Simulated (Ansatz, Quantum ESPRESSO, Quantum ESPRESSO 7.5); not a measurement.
# From contact to tunnelling: vacuum gaps between two Na(100) faces

Wanted: T at the Fermi level along a series, and its decay constant, for vacuum gaps between two Na(100) faces.

Main program and level: Quantum ESPRESSO 7.5; plane-wave DFT, LDA, GBRV ultrasoft pseudopotentials (cross-check by Ansatz 0.2.0 with PAW datasets).

This is a report of a sequence of runs, with most program output left out.

## (1) The structure

The cell holds 16 atoms: 16 Na. Cell: a = 4.200 Å, b = 4.200 Å, c = 36.500 Å, α = 90.0°, β = 90.0°, γ = 90.0°. It derives from Na. Regions: left lead, 8 atoms (8 Na); right lead, 8 atoms (8 Na). The structure is stacked along c, and the current runs across the ab planes.

As a file:

```cif
data_structure
_symmetry_space_group_name_H-M 'P 1'
_symmetry_Int_Tables_number 1
_cell_length_a 4.2000
_cell_length_b 4.2000
_cell_length_c 36.5000
_cell_angle_alpha 90.000
_cell_angle_beta 90.000
_cell_angle_gamma 90.000
_cell_volume 643.86
loop_
_atom_site_label
_atom_site_type_symbol
_atom_site_fract_x
_atom_site_fract_y
_atom_site_fract_z
_atom_site_occupancy
Na1 Na 0.00000 0.00000 0.00000 1
Na2 Na 0.50000 0.50000 0.05753 1
Na3 Na 0.00000 0.00000 0.11507 1
Na4 Na 0.50000 0.50000 0.17260 1
Na5 Na 0.00000 0.00000 0.23014 1
Na6 Na 0.50000 0.50000 0.28767 1
Na7 Na 0.00000 0.00000 0.34521 1
Na8 Na 0.50000 0.50000 0.40274 1
Na9 Na 0.00000 0.00000 0.53973 1
Na10 Na 0.50000 0.50000 0.59726 1
Na11 Na 0.00000 0.00000 0.65479 1
Na12 Na 0.50000 0.50000 0.71233 1
Na13 Na 0.00000 0.00000 0.76986 1
Na14 Na 0.50000 0.50000 0.82740 1
Na15 Na 0.00000 0.00000 0.88493 1
Na16 Na 0.50000 0.50000 0.94247 1
```

## (2) Ground state, 5 Å

One periodic cell holds a stretch of lead, the junction and more lead; the atoms stay as built.

j0.scf.in

```
&control
  prefix = 'j0.scf'
  outdir = './out'
  pseudo_dir = './pseudo'
  calculation = 'scf'
  tprnfor = .true.
/
&system
  ibrav = 0
  nat = 16
  ntyp = 1
  ecutwfc = 40
  ecutrho = 200
  occupations = 'smearing'
  smearing = 'mv'
  degauss = 0.01
/
&electrons
  conv_thr = 1e-07
  mixing_beta = 0.25
  electron_maxstep = 120
  mixing_mode = 'local-TF'
/
ATOMIC_SPECIES
  Na  22.9898  na_lda_v1.5.uspp.F.UPF
CELL_PARAMETERS angstrom
  4.20000000000000 0.00000000000000 0.00000000000000
  0.00000000000000 4.20000000000000 0.00000000000000
  0.00000000000000 0.00000000000000 36.50000000000000
ATOMIC_POSITIONS crystal
  Na  0.000000000000 0.000000000000 0.000000000000
  Na  0.500000000000 0.500000000000 0.057534246575
  Na  0.000000000000 0.000000000000 0.115068493151
  Na  0.500000000000 0.500000000000 0.172602739726
  Na  0.000000000000 0.000000000000 0.230136986301
  Na  0.500000000000 0.500000000000 0.287671232877
  Na  0.000000000000 0.000000000000 0.345205479452
  Na  0.500000000000 0.500000000000 0.402739726027
  Na  0.000000000000 0.000000000000 0.539726027397
  Na  0.500000000000 0.500000000000 0.597260273973
  Na  0.000000000000 0.000000000000 0.654794520548
  Na  0.500000000000 0.500000000000 0.712328767123
  Na  0.000000000000 0.000000000000 0.769863013699
  Na  0.500000000000 0.500000000000 0.827397260274
  Na  0.000000000000 0.000000000000 0.884931506849
  Na  0.500000000000 0.500000000000 0.942465753425
K_POINTS automatic
  6 6 1 0 0 0
```

On the command line:

```console
> OMP_NUM_THREADS=1 mpirun -n 4 pw.x -nk 2 -in j0.scf.in > j0.scf.out
```

Run time: 87 s. Hardware: 4 MPI ranks of Arm Neoverse V2, shared host; peak memory 1.1 GiB.

This step gave:

```
free energy  : -20708.3920 eV
Fermi energy : 1.086 eV
```

The run needed 12 iterations to bring the estimated error under 1e-07 Ry; the largest force on any atom, held or free, is 0.03 eV/Å.

## (3) Transmission with pwcond.x, 5 Å

prefixt takes both regions from one run: the lead from 0 to bdl, the scattering region from bdl to bds (units of alat). ikind = 1 puts the same lead on both sides. The program's T_tot counts both spins in a run without spin; the tables below give T per spin.

j0.cond.in

```
&inputcond
  outdir = './out'
  prefixt = 'j0.scf'
  tran_file = 'j0.cond.dat'
  bdl = 1.0000000000
  bds = 8.6904761905
  ikind = 1
  ewind = 4.0
  epsproj = 1e-05
  nz1 = 7
  energy0 = 0.4
  denergy = -0.4
/
15
  0.00000000 0.00000000 0.01562500
  0.00000000 0.12500000 0.06250000
  0.00000000 0.25000000 0.06250000
  0.00000000 0.37500000 0.06250000
  0.00000000 0.50000000 0.03125000
  0.12500000 0.12500000 0.06250000
  0.12500000 0.25000000 0.12500000
  0.12500000 0.37500000 0.12500000
  0.12500000 0.50000000 0.06250000
  0.25000000 0.25000000 0.06250000
  0.25000000 0.37500000 0.12500000
  0.25000000 0.50000000 0.06250000
  0.37500000 0.37500000 0.06250000
  0.37500000 0.50000000 0.06250000
  0.50000000 0.50000000 0.01562500
3
```

On the command line:

```console
> OMP_NUM_THREADS=1 mpirun -n 4 pwcond.x -in j0.cond.in > j0.cond.out
```

It took 1.8 min on 4 MPI ranks; peak memory 0.33 GiB; 7.3 min of CPU time.

This step gave:

```
lead channels at the Fermi level, one spin : 1.078
transmission at the Fermi level, one spin  : 0.3224
conductance                                : 0.3224 G₀
```

Per spin; mean over the k mesh across the current. Table of open channels, zone mean by energy, zero at the Fermi level:

```
energy (eV)  open channels, zone mean
     -0.400                      1.08
      0.000                      1.08
      0.400                      1.39
```

Per spin; mean over the k mesh across the current. Table of transmission, zone mean by energy, zero at the Fermi level:

| energy (eV) | transmission, zone mean |
| --- | --- |
| -0.400 | 0.211 |
| 0.000 | 0.322 |
| 0.400 | 0.448 |

At 0.000 eV; k in fractions of b1, b2. Transmission by k point:

```csv
k1,k2,weight,t,channels
0,0,0.01562,0.7856,1
0,0.125,0.0625,0.7444,1
0,0.25,0.0625,0.5958,1
0,0.375,0.0625,0.3206,1
0,0.5,0.03125,0.1829,2
0.125,0.125,0.0625,0.6991,1
0.125,0.25,0.125,0.5378,1
0.125,0.375,0.125,0.2639,1
0.125,0.5,0.0625,0.1521,2
0.25,0.25,0.0625,0.3322,1
0.25,0.375,0.125,0.1546,1
0.25,0.5,0.0625,0.05221,2
0.375,0.375,0.0625,0.06132,1
0.375,0.5,0.0625,0,0
0.5,0.5,0.01562,0,0
```

## (4) Cross-check with Ansatz, 5 Å

A second code with its own PAW datasets, on the same atoms.

Level of this step: plane-wave DFT, LDA, Ansatz PAW (Ansatz 0.2.0).

input.yaml

```yaml
crystal:
  lattice:
    - [4.2, 0.0, 0.0]
    - [0.0, 4.2, 0.0]
    - [0.0, 0.0, 36.5]
  atoms:
    - { symbol: Na, position: [0.0, 0.0, 0.0] }
    - { symbol: Na, position: [0.5, 0.5, 0.0575342466] }
    - { symbol: Na, position: [0.0, 0.0, 0.1150684932] }
    - { symbol: Na, position: [0.5, 0.5, 0.1726027397] }
    - { symbol: Na, position: [0.0, 0.0, 0.2301369863] }
    - { symbol: Na, position: [0.5, 0.5, 0.2876712329] }
    - { symbol: Na, position: [0.0, 0.0, 0.3452054795] }
    - { symbol: Na, position: [0.5, 0.5, 0.402739726] }
    - { symbol: Na, position: [0.0, 0.0, 0.5397260274] }
    - { symbol: Na, position: [0.5, 0.5, 0.597260274] }
    - { symbol: Na, position: [0.0, 0.0, 0.6547945205] }
    - { symbol: Na, position: [0.5, 0.5, 0.7123287671] }
    - { symbol: Na, position: [0.0, 0.0, 0.7698630137] }
    - { symbol: Na, position: [0.5, 0.5, 0.8273972603] }
    - { symbol: Na, position: [0.0, 0.0, 0.8849315068] }
    - { symbol: Na, position: [0.5, 0.5, 0.9424657534] }
kpoints:
  mp_grid: { grid: [6, 6, 1] }
hamiltonian:
  xc: lda
scf:
  occupations: { method: fermi_dirac, width: 0.1 }
  convergence: { dr2_threshold: 1.0e-08 }
output:
  transmission: { leads: [[0, 2]], e_range: [-0.4, 0.4], de: 0.4, kmesh: [8, 8] }
  write_potential: true
  write_density: true
  volumetric_format: npy
```

On the command line:

```console
> ansatz run input.yaml --threads 4 --pin off --max-ram 8192MiB --backend cpu --events-out ev --progress --plain --runs-dir out
```

Run time: 38 s. Hardware: 4 threads; peak memory 1.4 GiB; 2.3 min of CPU time.

Numbers from this step:

```
free energy                                  : -23465.2317 eV
energy at zero smearing                      : -23465.0911 eV
smearing term TS                             : 0.2812 eV
Fermi energy                                 : 1.234 eV
symmetry operations                          : 16
transmission at the Fermi level, one spin    : 0.3195
step of the lead's Hamiltonian over a period : 20.5 meV
```

Per spin; mean over the k mesh across the current. Table of transmission, zone mean by energy, zero at the Fermi level:

```csv
energy (eV),"transmission, zone mean"
-0.400,0.213
0.000,0.319
0.400,0.444
```

Per spin; mean over the k mesh across the current. The open channels, zone mean by energy, zero at the Fermi level:

```
energy (eV)  open channels, zone mean
     -0.400                      1.08
      0.000                      1.08
      0.400                      1.39
```

Ansatz finds T = 0.319 against pwcond's 0.322.

## (5) Self-consistent run, 6 Å

Level of this step: plane-wave DFT, LDA, GBRV ultrasoft pseudopotentials (Quantum ESPRESSO 7.5).

j1.scf.in

```
&control
  prefix = 'j1.scf'
  outdir = './out'
  pseudo_dir = './pseudo'
  calculation = 'scf'
  tprnfor = .true.
/
&system
  ibrav = 0
  nat = 16
  ntyp = 1
  ecutwfc = 40
  ecutrho = 200
  occupations = 'smearing'
  smearing = 'mv'
  degauss = 0.01
/
&electrons
  conv_thr = 1e-07
  mixing_beta = 0.25
  electron_maxstep = 120
  mixing_mode = 'local-TF'
/
ATOMIC_SPECIES
  Na  22.9898  na_lda_v1.5.uspp.F.UPF
CELL_PARAMETERS angstrom
  4.20000000000000 0.00000000000000 0.00000000000000
  0.00000000000000 4.20000000000000 0.00000000000000
  0.00000000000000 0.00000000000000 37.50000000000000
ATOMIC_POSITIONS crystal
  Na  0.000000000000 0.000000000000 0.000000000000
  Na  0.500000000000 0.500000000000 0.056000000000
  Na  0.000000000000 0.000000000000 0.112000000000
  Na  0.500000000000 0.500000000000 0.168000000000
  Na  0.000000000000 0.000000000000 0.224000000000
  Na  0.500000000000 0.500000000000 0.280000000000
  Na  0.000000000000 0.000000000000 0.336000000000
  Na  0.500000000000 0.500000000000 0.392000000000
  Na  0.000000000000 0.000000000000 0.552000000000
  Na  0.500000000000 0.500000000000 0.608000000000
  Na  0.000000000000 0.000000000000 0.664000000000
  Na  0.500000000000 0.500000000000 0.720000000000
  Na  0.000000000000 0.000000000000 0.776000000000
  Na  0.500000000000 0.500000000000 0.832000000000
  Na  0.000000000000 0.000000000000 0.888000000000
  Na  0.500000000000 0.500000000000 0.944000000000
K_POINTS automatic
  6 6 1 0 0 0
```

On the command line:

```console
> OMP_NUM_THREADS=1 mpirun -n 4 pw.x -nk 2 -in j1.scf.in > j1.scf.out
```

Run time: 91 s. Hardware: 4 MPI ranks; peak memory 1.1 GiB; 6.1 min of CPU time.

Numbers from this step:

| Property | Result |
| --- | --- |
| free energy | -20708.3454 eV |
| Fermi energy | 0.992 eV |

## (6) Transmission with pwcond.x, 6 Å

j1.cond.in, as its differences from the input of step 3:

```diff
@@ -2,6 +2,6 @@
   outdir = './out'
-  prefixt = 'j0.scf'
-  tran_file = 'j0.cond.dat'
+  prefixt = 'j1.scf'
+  tran_file = 'j1.cond.dat'
   bdl = 1.0000000000
-  bds = 8.6904761905
+  bds = 8.9285714286
   ikind = 1
```

On the command line:

```console
> OMP_NUM_THREADS=1 mpirun -n 4 pwcond.x -in j1.cond.in > j1.cond.out
```

It took 1.9 min on 4 MPI ranks; peak memory 0.33 GiB; 7.4 min of CPU time.

Read from the output:

| Quantity | Value |
| --- | --- |
| transmission at the Fermi level, one spin | 0.1296 |
| conductance | 0.1296 G₀ |

Per spin; mean over the k mesh across the current. Table of transmission, zone mean by energy, zero at the Fermi level:

```csv
energy (eV),"transmission, zone mean"
-0.400,0.0687
0.000,0.130
0.400,0.216
```

T goes from 0.322 to 0.130, a factor of 2.5.

## (7) Cross-check with Ansatz, 6 Å

Level of this step: plane-wave DFT, LDA, Ansatz PAW (Ansatz 0.2.0).

input.yaml

```yaml
crystal:
  lattice:
    - [4.2, 0.0, 0.0]
    - [0.0, 4.2, 0.0]
    - [0.0, 0.0, 37.5]
  atoms:
    - { symbol: Na, position: [0.0, 0.0, 0.0] }
    - { symbol: Na, position: [0.5, 0.5, 0.056] }
    - { symbol: Na, position: [0.0, 0.0, 0.112] }
    - { symbol: Na, position: [0.5, 0.5, 0.168] }
    - { symbol: Na, position: [0.0, 0.0, 0.224] }
    - { symbol: Na, position: [0.5, 0.5, 0.28] }
    - { symbol: Na, position: [0.0, 0.0, 0.336] }
    - { symbol: Na, position: [0.5, 0.5, 0.392] }
    - { symbol: Na, position: [0.0, 0.0, 0.552] }
    - { symbol: Na, position: [0.5, 0.5, 0.608] }
    - { symbol: Na, position: [0.0, 0.0, 0.664] }
    - { symbol: Na, position: [0.5, 0.5, 0.72] }
    - { symbol: Na, position: [0.0, 0.0, 0.776] }
    - { symbol: Na, position: [0.5, 0.5, 0.832] }
    - { symbol: Na, position: [0.0, 0.0, 0.888] }
    - { symbol: Na, position: [0.5, 0.5, 0.944] }
kpoints:
  mp_grid: { grid: [6, 6, 1] }
hamiltonian:
  xc: lda
scf:
  occupations: { method: fermi_dirac, width: 0.1 }
  convergence: { dr2_threshold: 1.0e-08 }
output:
  transmission: { leads: [[0, 2]], e_range: [-0.4, 0.4], de: 0.4, kmesh: [8, 8] }
  write_potential: true
  write_density: true
  volumetric_format: npy
  elf: true
```

On the command line:

```console
> ansatz run input.yaml --threads 4 --pin off --max-ram 8192MiB --backend cpu --events-out ev --progress --plain --runs-dir out
```

It took 39 s on 4 threads; peak memory 1.5 GiB.

Read from the output:

| Item | Value |
| --- | --- |
| free energy | -23465.1791 eV |
| energy at zero smearing | -23465.0424 eV |
| smearing term TS | 0.2735 eV |
| Fermi energy | 1.136 eV |
| transmission at the Fermi level, one spin | 0.1271 |
| step of the lead's Hamiltonian over a period | 21.3 meV |

Per spin; mean over the k mesh across the current. Transmission, zone mean against energy, zero at the Fermi level:

| energy (eV) | transmission, zone mean |
| --- | --- |
| -0.400 | 0.0694 |
| 0.000 | 0.127 |
| 0.400 | 0.212 |

Ansatz finds T = 0.127 against pwcond's 0.130.

## (8) SCF with pw.x, 7 Å

Level of this step: plane-wave DFT, LDA, GBRV ultrasoft pseudopotentials (Quantum ESPRESSO 7.5).

j2.scf.in

```
&control
  prefix = 'j2.scf'
  outdir = './out'
  pseudo_dir = './pseudo'
  calculation = 'scf'
  tprnfor = .true.
/
&system
  ibrav = 0
  nat = 16
  ntyp = 1
  ecutwfc = 40
  ecutrho = 200
  occupations = 'smearing'
  smearing = 'mv'
  degauss = 0.01
/
&electrons
  conv_thr = 1e-07
  mixing_beta = 0.25
  electron_maxstep = 120
  mixing_mode = 'local-TF'
/
ATOMIC_SPECIES
  Na  22.9898  na_lda_v1.5.uspp.F.UPF
CELL_PARAMETERS angstrom
  4.20000000000000 0.00000000000000 0.00000000000000
  0.00000000000000 4.20000000000000 0.00000000000000
  0.00000000000000 0.00000000000000 38.50000000000000
ATOMIC_POSITIONS crystal
  Na  0.000000000000 0.000000000000 0.000000000000
  Na  0.500000000000 0.500000000000 0.054545454545
  Na  0.000000000000 0.000000000000 0.109090909091
  Na  0.500000000000 0.500000000000 0.163636363636
  Na  0.000000000000 0.000000000000 0.218181818182
  Na  0.500000000000 0.500000000000 0.272727272727
  Na  0.000000000000 0.000000000000 0.327272727273
  Na  0.500000000000 0.500000000000 0.381818181818
  Na  0.000000000000 0.000000000000 0.563636363636
  Na  0.500000000000 0.500000000000 0.618181818182
  Na  0.000000000000 0.000000000000 0.672727272727
  Na  0.500000000000 0.500000000000 0.727272727273
  Na  0.000000000000 0.000000000000 0.781818181818
  Na  0.500000000000 0.500000000000 0.836363636364
  Na  0.000000000000 0.000000000000 0.890909090909
  Na  0.500000000000 0.500000000000 0.945454545455
K_POINTS automatic
  6 6 1 0 0 0
```

On the command line:

```console
> OMP_NUM_THREADS=1 mpirun -n 4 pw.x -nk 2 -in j2.scf.in > j2.scf.out
```

It took 1.8 min on 4 MPI ranks; peak memory 1.1 GiB; 7 min of CPU time.

This step gave:

| Property | Result |
| --- | --- |
| free energy | -20708.3328 eV |
| Fermi energy | 0.903 eV |

## (9) Transmission with pwcond.x, 7 Å

j2.cond.in, as its differences from the input of step 6:

```diff
@@ -2,6 +2,6 @@
   outdir = './out'
-  prefixt = 'j1.scf'
-  tran_file = 'j1.cond.dat'
+  prefixt = 'j2.scf'
+  tran_file = 'j2.cond.dat'
   bdl = 1.0000000000
-  bds = 8.9285714286
+  bds = 9.1666666667
   ikind = 1
```

On the command line:

```console
> OMP_NUM_THREADS=1 mpirun -n 4 pwcond.x -in j2.cond.in > j2.cond.out
```

Run time: 1.9 min. Hardware: 4 MPI ranks; peak memory 0.34 GiB.

Read from the output:

```
transmission at the Fermi level, one spin : 0.03889
conductance                               : 0.03889 G₀
```

Per spin; mean over the k mesh across the current. Table of transmission, zone mean by energy, zero at the Fermi level:

```
energy (eV)  transmission, zone mean
     -0.400                   0.0171
      0.000                   0.0389
      0.400                   0.0798
```

At 0.000 eV; k in fractions of b1, b2. Transmission by k point:

| k1 | k2 | weight | t | channels |
| --- | --- | --- | --- | --- |
| 0 | 0 | 0.01562 | 0.1973 | 1 |
| 0 | 0.125 | 0.0625 | 0.1585 | 1 |
| 0 | 0.25 | 0.0625 | 0.07688 | 1 |
| 0 | 0.375 | 0.0625 | 0.01975 | 1 |
| 0 | 0.5 | 0.03125 | 0.005756 | 2 |
| 0.125 | 0.125 | 0.0625 | 0.1259 | 1 |
| 0.125 | 0.25 | 0.125 | 0.05891 | 1 |
| 0.125 | 0.375 | 0.125 | 0.01438 | 1 |
| 0.125 | 0.5 | 0.0625 | 0.004443 | 2 |
| 0.25 | 0.25 | 0.0625 | 0.02264 | 1 |
| 0.25 | 0.375 | 0.125 | 0.006221 | 1 |
| 0.25 | 0.5 | 0.0625 | 0.001212 | 2 |
| 0.375 | 0.375 | 0.0625 | 0.001672 | 1 |
| 0.375 | 0.5 | 0.0625 | 0 | 0 |
| 0.5 | 0.5 | 0.01562 | 0 | 0 |

T goes from 0.130 to 0.0389, a factor of 3.3.

## (10) The same in Ansatz, 7 Å

Level of this step: plane-wave DFT, LDA, Ansatz PAW (Ansatz 0.2.0).

input.yaml

```yaml
crystal:
  lattice:
    - [4.2, 0.0, 0.0]
    - [0.0, 4.2, 0.0]
    - [0.0, 0.0, 38.5]
  atoms:
    - { symbol: Na, position: [0.0, 0.0, 0.0] }
    - { symbol: Na, position: [0.5, 0.5, 0.0545454545] }
    - { symbol: Na, position: [0.0, 0.0, 0.1090909091] }
    - { symbol: Na, position: [0.5, 0.5, 0.1636363636] }
    - { symbol: Na, position: [0.0, 0.0, 0.2181818182] }
    - { symbol: Na, position: [0.5, 0.5, 0.2727272727] }
    - { symbol: Na, position: [0.0, 0.0, 0.3272727273] }
    - { symbol: Na, position: [0.5, 0.5, 0.3818181818] }
    - { symbol: Na, position: [0.0, 0.0, 0.5636363636] }
    - { symbol: Na, position: [0.5, 0.5, 0.6181818182] }
    - { symbol: Na, position: [0.0, 0.0, 0.6727272727] }
    - { symbol: Na, position: [0.5, 0.5, 0.7272727273] }
    - { symbol: Na, position: [0.0, 0.0, 0.7818181818] }
    - { symbol: Na, position: [0.5, 0.5, 0.8363636364] }
    - { symbol: Na, position: [0.0, 0.0, 0.8909090909] }
    - { symbol: Na, position: [0.5, 0.5, 0.9454545455] }
kpoints:
  mp_grid: { grid: [6, 6, 1] }
hamiltonian:
  xc: lda
scf:
  occupations: { method: fermi_dirac, width: 0.1 }
  convergence: { dr2_threshold: 1.0e-08 }
output:
  transmission: { leads: [[0, 2]], e_range: [-0.4, 0.4], de: 0.4, kmesh: [8, 8] }
  write_potential: true
  write_density: true
  volumetric_format: npy
```

On the command line:

```console
> ansatz run input.yaml --threads 4 --pin off --max-ram 8192MiB --backend cpu --events-out ev --progress --plain --runs-dir out
```

It took 42 s on 4 threads; peak memory 1.5 GiB; 2.5 min of CPU time.

Numbers from this step:

```
free energy                                  : -23465.1610 eV
energy at zero smearing                      : -23465.0276 eV
smearing term TS                             : 0.2669 eV
Fermi energy                                 : 1.041 eV
transmission at the Fermi level, one spin    : 0.03841
step of the lead's Hamiltonian over a period : 21.5 meV
```

Per spin; mean over the k mesh across the current. Transmission, zone mean against energy, zero at the Fermi level:

| energy (eV) | transmission, zone mean |
| --- | --- |
| -0.400 | 0.0174 |
| 0.000 | 0.0384 |
| 0.400 | 0.0789 |

Ansatz finds T = 0.0384 against pwcond's 0.0389.

## (11) Ground state, 8 Å

Level of this step: plane-wave DFT, LDA, GBRV ultrasoft pseudopotentials (Quantum ESPRESSO 7.5).

j3.scf.in

```
&control
  prefix = 'j3.scf'
  outdir = './out'
  pseudo_dir = './pseudo'
  calculation = 'scf'
  tprnfor = .true.
/
&system
  ibrav = 0
  nat = 16
  ntyp = 1
  ecutwfc = 40
  ecutrho = 200
  occupations = 'smearing'
  smearing = 'mv'
  degauss = 0.01
/
&electrons
  conv_thr = 1e-07
  mixing_beta = 0.25
  electron_maxstep = 120
  mixing_mode = 'local-TF'
/
ATOMIC_SPECIES
  Na  22.9898  na_lda_v1.5.uspp.F.UPF
CELL_PARAMETERS angstrom
  4.20000000000000 0.00000000000000 0.00000000000000
  0.00000000000000 4.20000000000000 0.00000000000000
  0.00000000000000 0.00000000000000 39.50000000000000
ATOMIC_POSITIONS crystal
  Na  0.000000000000 0.000000000000 0.000000000000
  Na  0.500000000000 0.500000000000 0.053164556962
  Na  0.000000000000 0.000000000000 0.106329113924
  Na  0.500000000000 0.500000000000 0.159493670886
  Na  0.000000000000 0.000000000000 0.212658227848
  Na  0.500000000000 0.500000000000 0.265822784810
  Na  0.000000000000 0.000000000000 0.318987341772
  Na  0.500000000000 0.500000000000 0.372151898734
  Na  0.000000000000 0.000000000000 0.574683544304
  Na  0.500000000000 0.500000000000 0.627848101266
  Na  0.000000000000 0.000000000000 0.681012658228
  Na  0.500000000000 0.500000000000 0.734177215190
  Na  0.000000000000 0.000000000000 0.787341772152
  Na  0.500000000000 0.500000000000 0.840506329114
  Na  0.000000000000 0.000000000000 0.893670886076
  Na  0.500000000000 0.500000000000 0.946835443038
K_POINTS automatic
  6 6 1 0 0 0
```

On the command line:

```console
> OMP_NUM_THREADS=1 mpirun -n 4 pw.x -nk 2 -in j3.scf.in > j3.scf.out
```

Elapsed: 1.7 min, on 4 MPI ranks; peak memory 1.1 GiB; 6.9 min of CPU time.

Read from the output:

- free energy: -20708.3311 eV
- Fermi energy: 0.8149 eV

(Continued in part 2 of 2.)

[Logs are printed without paths, hosts, clocks, repeated set-up lines and the standing remarks that a program may print on its own settings, such as how far it seeks lower states.]

[Hosts, paths, dates, database ids (printed as entryN), source tags and the programs' standing remarks are cut or masked in the printed files.]

[Maps of the electrostatic potential energy from Ansatz leave out the sawtooth potential of an applied field or a dipole correction, so their vacuum need not be flat; planar profiles and work functions include it.]
